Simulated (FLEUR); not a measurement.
**Co (c factor at fixed volume 0.97 on the database's cell): from one collinear state to anisotropy**

One state of Co (c factor at fixed volume 0.97 on the database's cell) is converged without symmetry. Force theorems then give its anisotropy.

Method: PBE; all-electron FLAPW, Dirac cores, scalar-relativistic bands, in FLEUR MaX-R8.1.

This is a report of a sequence of runs, with most program output left out.

**1. Set-up**

Symmetry: P6_3/mmc, No. 194, hexagonal system. The conventional cell has a = 2.546 Å, b = 2.546 Å, c = 3.948 Å, α = 90.00°, β = 90.00°, γ = 120.00°. Nearest to Co lie 12 Co at 2.46 to 2.55 Å.

The cell is strained on purpose: c factor at fixed volume 0.97 on the database's cell.

**2. The magnetic state**

The force theorems are single passes in this state's potential, so it has to be converged first.

No symmetry is used, so that later steps may turn the spins freely; k and −k are joined. inpgen writes inp.xml from crystal.txt; cutoffs, mixing, functional, smearing and local orbitals are then set in the file. The k list scf (kpts.xml, not shown) is a Γ-centred 12×12×12 mesh; where the ranks do not divide the number of points, some are split in two of half the weight.

inp.xml

```
<?xml version="1.0" encoding="UTF-8" standalone="no"?>
<fleurInput fleurInputVersion="0.39">
   <comment>
      Co
   </comment>
   <calculationSetup>
      <cutoffs Kmax="3.61" Gmax="10.8" GmaxXC="10.8" numbands="0"/>
      <scfLoop itmax="110" minDistance="0.00002" maxIterBroyd="15" imix="Anderson" alpha="0.05" precondParam="0.0" spinf="2.0" sdNocoIR="T"/>
      <coreElectrons ctail="F" frcor="F" kcrel="0" coretail_lmax="0"/>
      <xcFunctional name="pbe" relativisticCorrections="F"/>
      <magnetism jspins="2" l_noco="F" l_ss="F">
         <qss>0.0 0.0 0.0</qss>
         <mtNocoParams l_mperp="F" l_mtNocoPot="F" l_relaxSQA="F" mag_mixing_scheme="0" mix_RelaxWeightOffD="1.0" l_constrained="F" mix_constr="1.0"/>
         <sourceFreeMag l_sourceFree="F" l_scaleMag="F" mag_scale="1.0"/>
      </magnetism>
      <soc l_soc="F" theta="0.0" phi="0.0" spav="F"/>
      <expertModes spex="0" secvar="F"/>
      <geometryOptimization l_f="F" forcealpha="1.0" forcemix="BFGS" epsdisp="0.00001" epsforce="0.00001"/>
      <ldaU l_linMix="F" mixParam="0.05" spinf="1.0"/>
   </calculationSetup>
   <cell>
      <bzIntegration valenceElectrons="34.0" mode="hist" fermiSmearingEnergy="0.00183747">
         <kPointListSelection listName="scf"/>
         <xi:include xmlns:xi="http://www.w3.org/2001/XInclude" href="kpts.xml"> </xi:include>
      </bzIntegration>
      <xi:include xmlns:xi="http://www.w3.org/2001/XInclude" href="sym.xml"> </xi:include>
      <bulkLattice scale="1.0">
         <bravaisMatrix>
            <row-1>    4.8110140073321297     0.0000000029479728     0.0000000000000000</row-1>
            <row-2>   -2.4055070062266442     4.1664603468422596     0.0000000000000000</row-2>
            <row-3>    0.0000000000000000     0.0000000000000000     7.4602664638742535</row-3>
         </bravaisMatrix>
      </bulkLattice>
   </cell>
   <atomSpecies>
      <species name="Cobalt (Co2.000" element="Co" atomicNumber="27">
         <mtSphere radius="2.27" gridPoints="751" logIncrement="0.016"/>
         <atomicCutoffs lmax="8" lnonsphr="6"/>
         <electronConfig flipSpins="F">
            <coreConfig>(1s1/2) (2s1/2) (2p1/2) (2p3/2)</coreConfig>
            <valenceConfig>(3s1/2) (3p1/2) (3p3/2) (4s1/2) (3d3/2) (3d5/2)</valenceConfig>
            <stateOccupation state="(3d3/2)" spinUp="1.5" spinDown="1.3"/>
            <stateOccupation state="(3d5/2)" spinUp="3.0" spinDown="1.2"/>
         </electronConfig>
         <energyParameters s="4" p="4" d="3" f="4"/>
         <lo type="SCLO" l="0" n="3" eDeriv="0"/>
         <lo type="SCLO" l="1" n="3" eDeriv="0"/>
      </species>
   </atomSpecies>
   <atomGroups>
      <atomGroup species="Cobalt (Co2.000">
         <relPos label="                   1">1.000/3.000 -1.000/3.000 1.000/4.000</relPos>
         <force calculate="T" relaxXYZ="TTT"/>
         <nocoParams  alpha="0.0" beta="0.0"/>
      </atomGroup>
      <atomGroup species="Cobalt (Co2.000">
         <relPos label="                   2">-1.000/3.000 1.000/3.000 -1.000/4.000</relPos>
         <force calculate="T" relaxXYZ="TTT"/>
         <nocoParams  alpha="0.0" beta="0.0"/>
      </atomGroup>
   </atomGroups>
   <output dos="F" band="F" slice="F">
      <bandDOS minEnergy="-.5*Htr" maxEnergy="0.5*Htr" sigma="0.015" storeEVData="T"/>
      <plotting iplot="0" polar="F">
         <plot TwoD="T" vec1="  1.0  0.0  0.0" vec2="  0.0  1.0  0.0" vec3="  0.0  0.0  1.0" zero="  0.0  0.0  0.0" file="plot"/>
      </plotting>
      <moessbauerParams electricFieldGradient="F" isomerShift="F" coreHyperfine="F" valenceHyperfine="F"/>
   </output>
</fleurInput>
```

crystal.txt

```
Co
&input film=F cartesian=F /
2.54587897405  0.00000000156  0.00000000000
-1.27293948838  2.20479586571  0.00000000000
0.00000000000  0.00000000000  3.94780300000
1.8897261246
1.0 1.0 1.0

2
27 0.33333333333  0.66666666667  0.25000000000 : 2.000
27 0.66666666667  0.33333333333  0.75000000000 : 2.000

&kpt div1=12 div2=12 div3=12 gamma=T /
```

The run is started by

```sh
$ OMP_NUM_THREADS=1 inpgen -f crystal.txt -nosym -noco > inpgen.log  # inp.xml is then edited as shown
$ OMP_NUM_THREADS=1 mpirun -n 4 fleur_MPI > fleur.log
```

Wall time 2.3 min (4 MPI ranks of Arm Neoverse V2, shared host); peak memory 0.46 GiB; 9.4 min of CPU time.

Read from the output:

* free energy: -75836.7891 eV
* program's band gap on this mesh (in a metal only a level spacing): 0 eV
* magnetization: 3.270 μB
* final state: ferromagnetic
* largest moment: 1.702 μB

After 20 cycles the largest moment stands at 1.70 μB.

**3. Energy against the direction of the moments, rung 1**

Anisotropy is a small difference, so it is taken from sums over occupied states at a frozen potential, where most errors cancel.

One pass with spin–orbit coupling for each direction, from the saved density. Inversion lets half of the mesh serve, which the program's warning doesn't know. The k list mae (kpts.xml, not shown) is a Γ-centred 17×17×10 mesh.

inp.xml: that of step 2 with these lines changed.

```diff
@@ -6,4 +6,4 @@
    <calculationSetup>
-      <cutoffs Kmax="3.61" Gmax="10.8" GmaxXC="10.8" numbands="0"/>
-      <scfLoop itmax="110" minDistance="0.00002" maxIterBroyd="15" imix="Anderson" alpha="0.05" precondParam="0.0" spinf="2.0" sdNocoIR="T"/>
+      <cutoffs Kmax="3.61" Gmax="10.8" GmaxXC="10.8" numbands="74"/>
+      <scfLoop itmax="1" minDistance="0.00002" maxIterBroyd="15" imix="Anderson" alpha="0.05" precondParam="0.0" spinf="2.0" sdNocoIR="T"/>
       <coreElectrons ctail="F" frcor="F" kcrel="0" coretail_lmax="0"/>
@@ -15,3 +15,3 @@
       </magnetism>
-      <soc l_soc="F" theta="0.0" phi="0.0" spav="F"/>
+      <soc l_soc="T" theta="0.0" phi="0.0" spav="F"/>
       <expertModes spex="0" secvar="F"/>
@@ -22,3 +22,3 @@
       <bzIntegration valenceElectrons="34.0" mode="hist" fermiSmearingEnergy="0.00183747">
-         <kPointListSelection listName="scf"/>
+         <kPointListSelection listName="mae"/>
          <xi:include xmlns:xi="http://www.w3.org/2001/XInclude" href="kpts.xml"> </xi:include>
@@ -68,2 +68,5 @@
    </output>
+   <forceTheorem>
+      <MAE theta="0.0 1.5707963 1.5707963 0.7853982" phi="0.0 0.0 0.5235988 0.0"/>
+   </forceTheorem>
 </fleurInput>
```

The run is started by

```sh
$ OMP_NUM_THREADS=1 mpirun -n 4 fleur_MPI -warn_only > fleur.log
```

Run time: 85 s. Hardware: 4 MPI ranks; peak memory 1.2 GiB; 5.6 min of CPU time.

Anisotropy energies, by row:

```csv
axis,x,y,z,band energy less the first axis' (meV a cell)
[001],0,0,1,0
[100],1,0,0,0.1558
[210],0.866,0.5,0,0.1558
45 degrees from [001] toward [100],0.7071,0,0.7071,0.07714
```

Indices are those of the standard conventional cell; x, y, z give the same directions in the axes of the input.

**4. Energy against the direction of the moments, rung 2**

A second rung shows how far the first can be trusted.

The k list mae (kpts.xml, not shown) is a Γ-centred 25×25×14 mesh.

inp.xml is that of step 3.

Run time: 4.2 min. Hardware: 4 MPI ranks; peak memory 3.2 GiB; 17 min of CPU time.

Anisotropy energies, by row:

```
                              axis       x    y       z  band energy less the first axis' (meV a cell)
                             [001]       0    0       1                                              0
                             [100]       1    0       0                                         0.1549
                             [210]   0.866  0.5       0                                         0.1556
45 degrees from [001] toward [100]  0.7071    0  0.7071                                        0.07587
```

**5. Spin–orbit coupling, moments along [001]**

Spin–orbit coupling ties the spins to the lattice and lets orbital moments form.

A new self-consistent run of the start ferro ++, with the moments along z. The k list default-1 (kpts.xml, not shown) is a Γ-centred 25×25×14 mesh.

inp.xml: that of step 2 with these lines changed.

```diff
@@ -6,12 +6,8 @@
    <calculationSetup>
-      <cutoffs Kmax="3.61" Gmax="10.8" GmaxXC="10.8" numbands="0"/>
+      <cutoffs Kmax="3.61" Gmax="10.8" GmaxXC="10.8" numbands="74"/>
       <scfLoop itmax="110" minDistance="0.00002" maxIterBroyd="15" imix="Anderson" alpha="0.05" precondParam="0.0" spinf="2.0" sdNocoIR="T"/>
-      <coreElectrons ctail="F" frcor="F" kcrel="0" coretail_lmax="0"/>
+      <coreElectrons ctail="T" frcor="F" kcrel="0" coretail_lmax="0"/>
       <xcFunctional name="pbe" relativisticCorrections="F"/>
-      <magnetism jspins="2" l_noco="F" l_ss="F">
-         <qss>0.0 0.0 0.0</qss>
-         <mtNocoParams l_mperp="F" l_mtNocoPot="F" l_relaxSQA="F" mag_mixing_scheme="0" mix_RelaxWeightOffD="1.0" l_constrained="F" mix_constr="1.0"/>
-         <sourceFreeMag l_sourceFree="F" l_scaleMag="F" mag_scale="1.0"/>
-      </magnetism>
-      <soc l_soc="F" theta="0.0" phi="0.0" spav="F"/>
+      <magnetism jspins="2"/>
+      <soc l_soc="T" theta="0.0" phi="0.0" spav="F"/>
       <expertModes spex="0" secvar="F"/>
@@ -22,3 +18,3 @@
       <bzIntegration valenceElectrons="34.0" mode="hist" fermiSmearingEnergy="0.00183747">
-         <kPointListSelection listName="scf"/>
+         <kPointListSelection listName="default-1"/>
          <xi:include xmlns:xi="http://www.w3.org/2001/XInclude" href="kpts.xml"> </xi:include>
@@ -52,9 +48,4 @@
          <relPos label="                   1">1.000/3.000 -1.000/3.000 1.000/4.000</relPos>
-         <force calculate="T" relaxXYZ="TTT"/>
-         <nocoParams  alpha="0.0" beta="0.0"/>
-      </atomGroup>
-      <atomGroup species="Cobalt (Co2.000">
          <relPos label="                   2">-1.000/3.000 1.000/3.000 -1.000/4.000</relPos>
          <force calculate="T" relaxXYZ="TTT"/>
-         <nocoParams  alpha="0.0" beta="0.0"/>
       </atomGroup>
```

crystal.txt: that of step 2 with these lines changed.

```diff
@@ -12,2 +12,3 @@
 
-&kpt div1=12 div2=12 div3=12 gamma=T /
+&soc 0.0000000 0.0000000 /
+&kpt div1=25 div2=25 div3=14 gamma=T /
```

The run is started by

```sh
$ OMP_NUM_THREADS=1 inpgen -f crystal.txt > inpgen.log  # inp.xml is then edited as shown
$ OMP_NUM_THREADS=1 mpirun -n 4 fleur_MPI > fleur.log
```

It took 4.1 min on 4 MPI ranks; peak memory 0.74 GiB; 16 min of CPU time.

Numbers from this step:

```yaml
free_energy: -75836.8315 eV
program_s_band_gap_on_this_mesh_in_a_metal_only_a_level_spacing: 0 eV
magnetization: 3.205 μB
final_state: ferromagnetic
largest_moment: 1.671 μB
orbital_moment_along_the_spin: 0.08292 μB
```

Orbital moment in the sphere, along the spin axis by atom:

| atom | orbital moment in the sphere, along the spin axis (μB) |
| --- | --- |
| Co1 | 0.0829 |
| Co2 | 0.0829 |

**6. What came out**

```yaml
reference_state: ferromagnetic
largest_sphere_moment: 1.70 μB
easy_direction_of_those_tried: [001]
energy_along_100_less_001_force_theorem: 0.155 meV a primitive cell
orbital_moment_on_the_atom_of_largest_spin_along_its_spin_spin_orbit_run: 0.0829 μB
```

By the force theorem the moments prefer [001]; shape anisotropy is not in it. The difference for the second direction goes from 0.16 meV (mesh 17×17×10, 74 states, 5.6 min of CPU time) to 0.15 meV (mesh 25×25×14, 74 states, 17 min). The orbital moment is parallel to the spin, as Hund's third rule has it for a shell over half filled. The state was typed, and no other order was converged beside it, so it need not be the ground state.

[Logs and program files are shortened in this print: banners, set-up blocks, solver, clock and traceback lines can be left out without a mark of their own.]

[Logs are printed without paths, hosts, clocks, repeated set-up lines and the standing remarks that a program may print on its own settings, such as how far it seeks lower states.]

[Hosts, paths, dates, database ids (printed as entryN), source tags and the programs' standing remarks are cut or masked in the printed files.]

[Where a cell is said to come from a database of computed structures, the database is the Materials Project.]
